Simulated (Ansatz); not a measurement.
# Resistivity from frozen vibrations: Cu(111) with 4 thermally displaced layers, 2x2, part 2 of 2

Wanted: the phonon-limited resistivity of Cu at 400 K by the Landauer route.

Ansatz 0.2.0; Ansatz plane-wave DFT, PBE, PAW files; ballistic transport by layer matching (Landauer), zero bias; PAW set soft_1.

So far. Step 2 (With 4 displaced layers): Over the solved energies the transmission per spin lies between 3.03 and 3.06, out of 3.21 channels of the lead on average (up to 3.21).

## (3) With 8 displaced layers

Each atom of 8 layers is moved at random, by amounts drawn from a normal law 0.0891 Å wide in each direction from the Debye model (343 K) at 400 K. A fresh draw is used; the growth of the resistance with length is what counts.

System of this step: Cu(111) with 8 thermally displaced layers, 2x2. The cell holds 56 atoms: 56 Cu. Cell: a = 5.112 Å, b = 5.112 Å, c = 29.257 Å, α = 87.5°, β = 92.5°, γ = 120.0°. It derives from Cu. Regions: lead, 24 atoms (24 Cu); scattering region, 32 atoms (32 Cu). The structure is stacked along c, and the current runs across the ab planes.

input.yaml reads:

```yaml
crystal:
  lattice:
    - [5.1123254594, 0.0, 0.0]
    - [-2.5561627297, 4.4274037203, 0.0]
    - [-1.2780813649, 0.73790062, 29.2193738075]
  atoms:
    - { symbol: Cu, position: [0.005952381, 0.994047619, 0.0357142857] }
    - { symbol: Cu, position: [0.005952381, 0.494047619, 0.0357142857] }
    - { symbol: Cu, position: [0.505952381, 0.994047619, 0.0357142857] }
    - { symbol: Cu, position: [0.505952381, 0.494047619, 0.0357142857] }
    - { symbol: Cu, position: [0.1845238095, 0.3154761905, 0.1071428571] }
    - { symbol: Cu, position: [0.1845238095, 0.8154761905, 0.1071428571] }
    - { symbol: Cu, position: [0.6845238095, 0.3154761905, 0.1071428571] }
    - { symbol: Cu, position: [0.6845238095, 0.8154761905, 0.1071428571] }
    - { symbol: Cu, position: [0.3630952381, 0.1369047619, 0.1785714286] }
    - { symbol: Cu, position: [0.3630952381, 0.6369047619, 0.1785714286] }
    - { symbol: Cu, position: [0.8630952381, 0.1369047619, 0.1785714286] }
    - { symbol: Cu, position: [0.8630952381, 0.6369047619, 0.1785714286] }
    - { symbol: Cu, position: [0.0409162778, 0.9544982633, 0.2491834946] }
    - { symbol: Cu, position: [0.0787452989, 0.4876141542, 0.2462918964] }
    - { symbol: Cu, position: [0.544419215, 0.924019102, 0.2477595791] }
    - { symbol: Cu, position: [0.539228177, 0.4611016263, 0.2468050095] }
    - { symbol: Cu, position: [0.2080614562, 0.2816575766, 0.3193133874] }
    - { symbol: Cu, position: [0.2162393153, 0.7927009759, 0.3242706494] }
    - { symbol: Cu, position: [0.719364293, 0.280138216, 0.3213687903] }
    - { symbol: Cu, position: [0.70663936, 0.7699944747, 0.3182630842] }
    - { symbol: Cu, position: [0.4091966798, 0.0995661056, 0.3924379042] }
    - { symbol: Cu, position: [0.4083698582, 0.6111512089, 0.3971917996] }
    - { symbol: Cu, position: [0.8901043761, 0.0930123861, 0.3934689628] }
    - { symbol: Cu, position: [0.897347578, 0.626335256, 0.3956825139] }
    - { symbol: Cu, position: [0.088650984, 0.919835045, 0.4665417009] }
    - { symbol: Cu, position: [0.1005799897, 0.4328251473, 0.4634316681] }
    - { symbol: Cu, position: [0.5573552233, 0.9418622228, 0.4632081742] }
    - { symbol: Cu, position: [0.5718161957, 0.4403760289, 0.4653172565] }
    - { symbol: Cu, position: [0.2300822832, 0.2421906637, 0.5348930269] }
    - { symbol: Cu, position: [0.2539861415, 0.7060923651, 0.5345381894] }
    - { symbol: Cu, position: [0.767273485, 0.2731627187, 0.5324095643] }
    - { symbol: Cu, position: [0.6908908431, 0.7160515841, 0.5365167413] }
    - { symbol: Cu, position: [0.4662914823, 0.1001708273, 0.6083658508] }
    - { symbol: Cu, position: [0.4294324913, 0.5832857261, 0.6071091271] }
    - { symbol: Cu, position: [0.931844927, 0.0651815616, 0.6110307639] }
    - { symbol: Cu, position: [0.9084675693, 0.5448970205, 0.6069399413] }
    - { symbol: Cu, position: [0.1032894779, 0.870955758, 0.6758887759] }
    - { symbol: Cu, position: [0.1335080917, 0.4134746456, 0.6807463054] }
    - { symbol: Cu, position: [0.6365667524, 0.9129952722, 0.6724982591] }
    - { symbol: Cu, position: [0.5790559921, 0.3733117629, 0.6749259178] }
    - { symbol: Cu, position: [0.2744676438, 0.2103929616, 0.7460821583] }
    - { symbol: Cu, position: [0.2628737995, 0.6676971303, 0.7470290338] }
    - { symbol: Cu, position: [0.8098254402, 0.1972393584, 0.7509887379] }
    - { symbol: Cu, position: [0.7993659326, 0.6981564276, 0.7517664128] }
    - { symbol: Cu, position: [0.4702380952, 0.0297619048, 0.8214285714] }
    - { symbol: Cu, position: [0.4702380952, 0.5297619048, 0.8214285714] }
    - { symbol: Cu, position: [0.9702380952, 0.0297619048, 0.8214285714] }
    - { symbol: Cu, position: [0.9702380952, 0.5297619048, 0.8214285714] }
    - { symbol: Cu, position: [0.1488095238, 0.8511904762, 0.8928571429] }
    - { symbol: Cu, position: [0.1488095238, 0.3511904762, 0.8928571429] }
    - { symbol: Cu, position: [0.6488095238, 0.8511904762, 0.8928571429] }
    - { symbol: Cu, position: [0.6488095238, 0.3511904762, 0.8928571429] }
    - { symbol: Cu, position: [0.3273809524, 0.1726190476, 0.9642857143] }
    - { symbol: Cu, position: [0.3273809524, 0.6726190476, 0.9642857143] }
    - { symbol: Cu, position: [0.8273809524, 0.1726190476, 0.9642857143] }
    - { symbol: Cu, position: [0.8273809524, 0.6726190476, 0.9642857143] }
kpoints:
  mp_grid: { grid: [5, 5, 1] }
hamiltonian:
  xc: pbe
  pseudopotentials: { kind: paw, azcp: { folder: soft_1 } }
scf:
  occupations: { method: fermi_dirac, width: 0.1 }
output:
  transmission:
    leads: [[0, 4]]
    kmesh: [10, 10]
    e_range: [-0.05, 0.05]
    de: 0.05
  write_potential: true
  write_density: true
  volumetric_format: npy
```

Run with:

```
ansatz run input.yaml --threads 4 --pin off --max-ram 15360MiB --backend cpu --events-out ev --progress --plain --runs-dir out
```

Numbers of over 12 decimals in the logs are rounded to 6 here.

The log of the run:

```text
[...]
Crystal: 56 atoms, lattice volume = 661.361 Å³
Basis set: ecut = 420 eV, 12983 PW (Γ)
Bands: 639, of which v1, the nominal top of the filled ones, is band 532 counted from 1 (531 counted from 0)
Symmetry: 1 space group operations
[...]
k-points: 13 of 25 (time reversal used)
[...]
SCF iter   1: F=—  HF=-371058.277549 eV  |F-HF|=—  |Δ(HF+E_count)|=         —  Δρ=2.66e-1  dr2=2.80e2  ethr=3.10e-3  ⟨swp⟩=4.8  Hψ=25224  notcnv=0  defer=23
[...]
SCF iter  13: F=-371007.387688 eV  HF=-371007.387688 eV  |F-HF|=2.18e-8  |Δ(HF+E_count)|=   6.81e-9  Δρ=1.15e-6  dr2=2.68e-8  ethr=9.40e-12  ⟨swp⟩=7.1  Hψ=28965  notcnv=0
SCF 1 converged in 13 iterations: F = -371007.387688 eV  dr2 = 2.68e-8
[...]
transmission: 226 of 2236 steps passed
transmission: 448 of 2236 steps passed
[...]
transmission: 2236 of 2236 steps passed
SCF converged after 13 iterations
Free energy (F): -371007.387688 eV
[...]
Internal energy: -371006.678223 eV  (E = F + TS)
E sigma→0 (E₀):  -371007.032955 eV
Entropy (-TS):   -0.709465 eV (-12.669 meV/atom)
Fermi energy:    16.343336 eV
[...]
--- Band table (eV; the first three rows and the last of 13) ---
  k-point 0: bands = [... 528 lower, 16.3357, 16.5827, 16.6743, 16.8343, 16.8513, 16.9444, 16.9568, 17.0717, ... 103 higher]
  k-point 1: bands = [... 528 lower, 16.0786, 16.1964, 16.2341, 16.2596, 16.3181, 16.3997, 16.4639, 16.5192, ... 103 higher]
  k-point 2: bands = [... 528 lower, 16.1080, 16.1404, 16.1704, 16.2561, 16.3097, 16.4161, 16.5823, 16.6038, ... 103 higher]
  k-point 12: bands = [... 528 lower, 15.6421, 15.7302, 16.0411, 16.3827, 16.5233, 16.7494, 16.7914, 16.9820, ... 103 higher]
--- Transmission ---
  basis      : 199 plane waves across, 43 finite elements along
  points     : 52, standing for a mesh of 10 x 10
[...]
channels       : 3.210000e0 a spin
[...]
junction   : crystal 0 to crystal 0, 0.70 to 27.83 Å
    transmission   : 2.968581e0 a spin
[...]
```

Wall time 18 min (4 threads of Arm Neoverse V1, shared host); peak memory 8.4 GiB.

Numbers from this step:

```yaml
free_energy: -371007.3877 eV
energy_at_zero_smearing: -371007.0330 eV
transmission_per_spin_nearest_the_fermi_level: 2.969
```

Per spin. Table of transmission, zone mean by energy, zero at the Fermi level:

```tsv
energy (eV)	transmission, zone mean
-0.0500	2.94
0.0000	2.97
0.0500	2.98
```

Over the solved energies the transmission per spin lies between 2.94 and 2.98, out of 3.21 channels of the lead on average (up to 3.21).

## (4) With 12 displaced layers

Each atom of 12 layers is moved at random, by amounts drawn from a normal law 0.0891 Å wide in each direction from the Debye model (343 K) at 400 K. A fresh draw is used; the growth of the resistance with length is what counts.

System of this step: Cu(111) with 12 thermally displaced layers, 2x2. The cell holds 72 atoms: 72 Cu. Cell: a = 5.112 Å, b = 5.112 Å, c = 37.568 Å, α = 90.0°, β = 90.0°, γ = 120.0°. It derives from Cu. Regions: lead, 24 atoms (24 Cu); scattering region, 48 atoms (48 Cu). The structure is stacked along c, and the current runs across the ab planes.

input.yaml reads:

```yaml
crystal:
  lattice:
    - [5.1123254594, 0.0, 0.0]
    - [-2.5561627297, 4.4274037203, 0.0]
    - [0.0, 0.0, 37.567766324]
  atoms:
    - { symbol: Cu, position: [0.0, 0.0, 0.0277777778] }
    - { symbol: Cu, position: [0.0, 0.5, 0.0277777778] }
    - { symbol: Cu, position: [0.5, 0.0, 0.0277777778] }
    - { symbol: Cu, position: [0.5, 0.5, 0.0277777778] }
    - { symbol: Cu, position: [0.1666666667, 0.3333333333, 0.0833333333] }
    - { symbol: Cu, position: [0.1666666667, 0.8333333333, 0.0833333333] }
    - { symbol: Cu, position: [0.6666666667, 0.3333333333, 0.0833333333] }
    - { symbol: Cu, position: [0.6666666667, 0.8333333333, 0.0833333333] }
    - { symbol: Cu, position: [0.3333333333, 0.1666666667, 0.1388888889] }
    - { symbol: Cu, position: [0.3333333333, 0.6666666667, 0.1388888889] }
    - { symbol: Cu, position: [0.8333333333, 0.1666666667, 0.1388888889] }
    - { symbol: Cu, position: [0.8333333333, 0.6666666667, 0.1388888889] }
    - { symbol: Cu, position: [0.0107600925, 0.0140396746, 0.1929365976] }
    - { symbol: Cu, position: [0.9646034357, 0.4794233957, 0.1931281439] }
    - { symbol: Cu, position: [0.5072852518, 0.9958869941, 0.1934982778] }
    - { symbol: Cu, position: [0.5079371644, 0.5221395377, 0.1930790752] }
    - { symbol: Cu, position: [0.1806590328, 0.308620291, 0.248594924] }
    - { symbol: Cu, position: [0.1867852347, 0.8437578625, 0.2479703071] }
    - { symbol: Cu, position: [0.657629905, 0.3190616549, 0.2520190452] }
    - { symbol: Cu, position: [0.668898714, 0.8189775147, 0.2509423162] }
    - { symbol: Cu, position: [0.3262085418, 0.1652188923, 0.3057088541] }
    - { symbol: Cu, position: [0.3277776375, 0.6752226166, 0.306647574] }
    - { symbol: Cu, position: [0.8518780369, 0.1889045023, 0.3049108506] }
    - { symbol: Cu, position: [0.8025580103, 0.6568210104, 0.3060318032] }
    - { symbol: Cu, position: [0.0062081756, 0.0116497438, 0.3630243347] }
    - { symbol: Cu, position: [0.9968389647, 0.4977781054, 0.35876849] }
    - { symbol: Cu, position: [0.5153545201, 0.9946866131, 0.3585409672] }
    - { symbol: Cu, position: [0.4763968742, 0.4916502249, 0.3648012906] }
    - { symbol: Cu, position: [0.1630837695, 0.2992300574, 0.4163733918] }
    - { symbol: Cu, position: [0.1775753041, 0.8459467481, 0.4174820055] }
    - { symbol: Cu, position: [0.6596417437, 0.341625143, 0.4153519463] }
    - { symbol: Cu, position: [0.620467539, 0.8190629886, 0.4150392115] }
    - { symbol: Cu, position: [0.3605884848, 0.1879254157, 0.4697423002] }
    - { symbol: Cu, position: [0.337272581, 0.6684812075, 0.4688158021] }
    - { symbol: Cu, position: [0.7966047551, 0.1647991784, 0.4725459345] }
    - { symbol: Cu, position: [0.7956732449, 0.6120873551, 0.4721522716] }
    - { symbol: Cu, position: [0.9809597606, 0.9820950924, 0.5270086452] }
    - { symbol: Cu, position: [0.985959677, 0.5112703631, 0.5278029354] }
    - { symbol: Cu, position: [0.4930835418, 0.0056744626, 0.5277016201] }
    - { symbol: Cu, position: [0.4720803296, 0.4970981381, 0.5266931754] }
    - { symbol: Cu, position: [0.1297554163, 0.3202068693, 0.584344824] }
    - { symbol: Cu, position: [0.1700337229, 0.8616682905, 0.5873623462] }
    - { symbol: Cu, position: [0.6668964523, 0.3444746889, 0.5880608952] }
    - { symbol: Cu, position: [0.6518381724, 0.8152361568, 0.5823313521] }
    - { symbol: Cu, position: [0.2957944283, 0.1395058121, 0.6393839147] }
    - { symbol: Cu, position: [0.3285481077, 0.6716278601, 0.6400475549] }
    - { symbol: Cu, position: [0.8180507898, 0.1627520878, 0.6382499653] }
    - { symbol: Cu, position: [0.8132562121, 0.6498277249, 0.6396375315] }
    - { symbol: Cu, position: [0.0008995959, 0.0066893659, 0.6968191292] }
    - { symbol: Cu, position: [0.0064884891, 0.4776128007, 0.6924140056] }
    - { symbol: Cu, position: [0.4967769445, 0.0024889761, 0.6966707608] }
    - { symbol: Cu, position: [0.4788279825, 0.4912055788, 0.6950305358] }
    - { symbol: Cu, position: [0.2019738613, 0.3610991154, 0.7476133241] }
    - { symbol: Cu, position: [0.1548394304, 0.8170722683, 0.7520106414] }
    - { symbol: Cu, position: [0.670856569, 0.3261304308, 0.7485498189] }
    - { symbol: Cu, position: [0.6816762283, 0.8530679291, 0.7481792413] }
    - { symbol: Cu, position: [0.328827697, 0.1689409757, 0.8055982886] }
    - { symbol: Cu, position: [0.3291623907, 0.646543887, 0.8041440917] }
    - { symbol: Cu, position: [0.7972806358, 0.1677886579, 0.8080944993] }
    - { symbol: Cu, position: [0.7911081794, 0.653947549, 0.8076873012] }
    - { symbol: Cu, position: [0.0, 0.0, 0.8611111111] }
    - { symbol: Cu, position: [0.0, 0.5, 0.8611111111] }
    - { symbol: Cu, position: [0.5, 0.0, 0.8611111111] }
    - { symbol: Cu, position: [0.5, 0.5, 0.8611111111] }
    - { symbol: Cu, position: [0.1666666667, 0.3333333333, 0.9166666667] }
    - { symbol: Cu, position: [0.1666666667, 0.8333333333, 0.9166666667] }
    - { symbol: Cu, position: [0.6666666667, 0.3333333333, 0.9166666667] }
    - { symbol: Cu, position: [0.6666666667, 0.8333333333, 0.9166666667] }
    - { symbol: Cu, position: [0.3333333333, 0.1666666667, 0.9722222222] }
    - { symbol: Cu, position: [0.3333333333, 0.6666666667, 0.9722222222] }
    - { symbol: Cu, position: [0.8333333333, 0.1666666667, 0.9722222222] }
    - { symbol: Cu, position: [0.8333333333, 0.6666666667, 0.9722222222] }
kpoints:
  mp_grid: { grid: [5, 5, 1] }
hamiltonian:
  xc: pbe
  pseudopotentials: { kind: paw, azcp: { folder: soft_1 } }
scf:
  occupations: { method: fermi_dirac, width: 0.1 }
output:
  transmission:
    leads: [[0, 4]]
    kmesh: [10, 10]
    e_range: [-0.05, 0.05]
    de: 0.05
  write_potential: true
  write_density: true
  volumetric_format: npy
```

The log of the run:

```text
[...]
Crystal: 72 atoms, lattice volume = 850.321 Å³
Basis set: ecut = 420 eV, 16727 PW (Γ)
Bands: 821, of which v1, the nominal top of the filled ones, is band 684 counted from 1 (683 counted from 0)
Symmetry: 1 space group operations
[...]
k-points: 13 of 25 (time reversal used)
[...]
SCF iter   1: F=—  HF=-477075.655675 eV  |F-HF|=—  |Δ(HF+E_count)|=         —  Δρ=2.66e-1  dr2=3.61e2  ethr=3.10e-3  ⟨swp⟩=4.9  Hψ=31666  notcnv=0  defer=44
[...]
SCF iter  13: F=-477010.247209 eV  HF=-477010.247209 eV  |F-HF|=1.25e-8  |Δ(HF+E_count)|=   2.37e-8  Δρ=1.11e-6  dr2=1.87e-8  ethr=7.31e-12  ⟨swp⟩=7.0  Hψ=37246  notcnv=0
SCF 1 converged in 13 iterations: F = -477010.247209 eV  dr2 = 1.87e-8
[...]
transmission: 297 of 2964 steps passed
transmission: 594 of 2964 steps passed
[...]
transmission: 2964 of 2964 steps passed
SCF converged after 13 iterations
Free energy (F): -477010.247209 eV
[...]
Internal energy: -477009.412763 eV  (E = F + TS)
E sigma→0 (E₀):  -477009.829986 eV
Entropy (-TS):   -0.834445 eV (-11.590 meV/atom)
Fermi energy:    16.321489 eV
[...]
--- Band table (eV; the first three rows and the last of 13) ---
  k-point 0: bands = [... 680 lower, 16.3848, 16.7539, 16.7850, 16.8051, 16.8169, 16.8476, 16.8660, 17.0756, ... 133 higher]
  k-point 1: bands = [... 680 lower, 16.0332, 16.1315, 16.1779, 16.3119, 16.3466, 16.4263, 16.4647, 16.5022, ... 133 higher]
  k-point 2: bands = [... 680 lower, 16.1327, 16.1667, 16.2056, 16.2549, 16.3319, 16.3546, 16.3688, 16.4515, ... 133 higher]
  k-point 12: bands = [... 680 lower, 15.8430, 15.9768, 15.9852, 16.3295, 16.3378, 16.7974, 16.8182, 16.9519, ... 133 higher]
--- Transmission ---
  basis      : 199 plane waves across, 57 finite elements along
  points     : 52, standing for a mesh of 10 x 10
[...]
channels       : 3.210000e0 a spin
[...]
junction   : crystal 0 to crystal 0, 0.70 to 36.18 Å
    transmission   : 2.896083e0 a spin
[...]
```

It took 34 min on 4 threads; peak memory 7.4 GiB.

Numbers from this step:

```yaml
free_energy: -477010.2472 eV
energy_at_zero_smearing: -477009.8300 eV
fermi_energy: 16.32 eV
transmission_per_spin_nearest_the_fermi_level: 2.896
step_of_the_lead_s_potential: 2.5 meV
```

Per spin. Table of transmission, zone mean by energy, zero at the Fermi level:

```tsv
energy (eV)	transmission, zone mean
-0.0500	2.87
0.0000	2.90
0.0500	2.93
```

Over the solved energies the transmission per spin lies between 2.87 and 2.93, out of 3.21 channels of the lead on average (up to 3.21).

## (5) The fit

This step: Ansatz plane-wave DFT, PBE, PAW files; ballistic transport by layer matching (Landauer), zero bias; resistivity from the slope of the area resistance; PAW set soft_1 (Ansatz 0.2.0).

Numbers from this step:

```
resistivity           : 2.955 µΩ cm
intercept             : 0.02496 fΩ m²
scatter about the fit : 8.34e-4 fΩ m²
```

Resistance, by row:

```tsv
run	length (Å)	T	channels N	RA (fΩ m²)
n4	8.348	3.046	3.21	0.04904
n8	16.7	2.964	3.21	0.07549
n12	25.05	2.897	3.21	0.09839
```

The area resistance by length of the displaced region:

```tsv
length of the displaced region (Å)	area resistance (fΩ m²)
8.35	0.0490
16.70	0.0755
25.05	0.0984
```

The area resistance goes from 0.049 to 0.098 fΩ m² between 8.3 and 25.0 Å, a slope of 3.0 µΩ cm.

By hand from the end points: (0.09839 − 0.04904) fΩ m² / (25.05 − 8.35) Å = 3.0 µΩ cm, since 1 fΩ m² per Å is 1000 µΩ cm.

## (6) Summary of results

| Property | Result |
| --- | --- |
| resistivity from the slope | 2.96 µΩ cm |
| area resistance over 8.35 Å | 0.0490 fΩ m² |
| area resistance over 16.7 Å | 0.0755 fΩ m² |
| area resistance over 25.0 Å | 0.0984 fΩ m² |

**Reading.** The slope gives 3.0 µΩ cm. The points scatter by 8.3e-4 fΩ m² about the line, with one random draw a length in a 2x2 cell, so the slope is a rough value. The mean square of the displacements drawn is 0.94, 0.88 and 0.76 of the nominal one at the three lengths; with each resistance scaled back by that, the slope is 4.7 µΩ cm, the value used below. Read with a model of isotropic scattering on a spherical Fermi surface and the lead's 1.1×10¹⁵ S/m², this slope means a mean free path near 172 Å; over these lengths the model's slope is 1.18 times its bulk resistivity, which would be 4.0 µΩ cm. Uncorrelated displacements put too much weight on short waves, which scatter strongly; with the sideways repeat of a small cell, one draw and three short lengths, the method is good to a factor of two or three.

[Logs are printed without paths, hosts, clocks, repeated set-up lines and the standing remarks that a program may print on its own settings, such as how far it seeks lower states.]

[Hosts, paths, dates, database ids (printed as entryN), source tags and the programs' standing remarks are cut or masked in the printed files.]
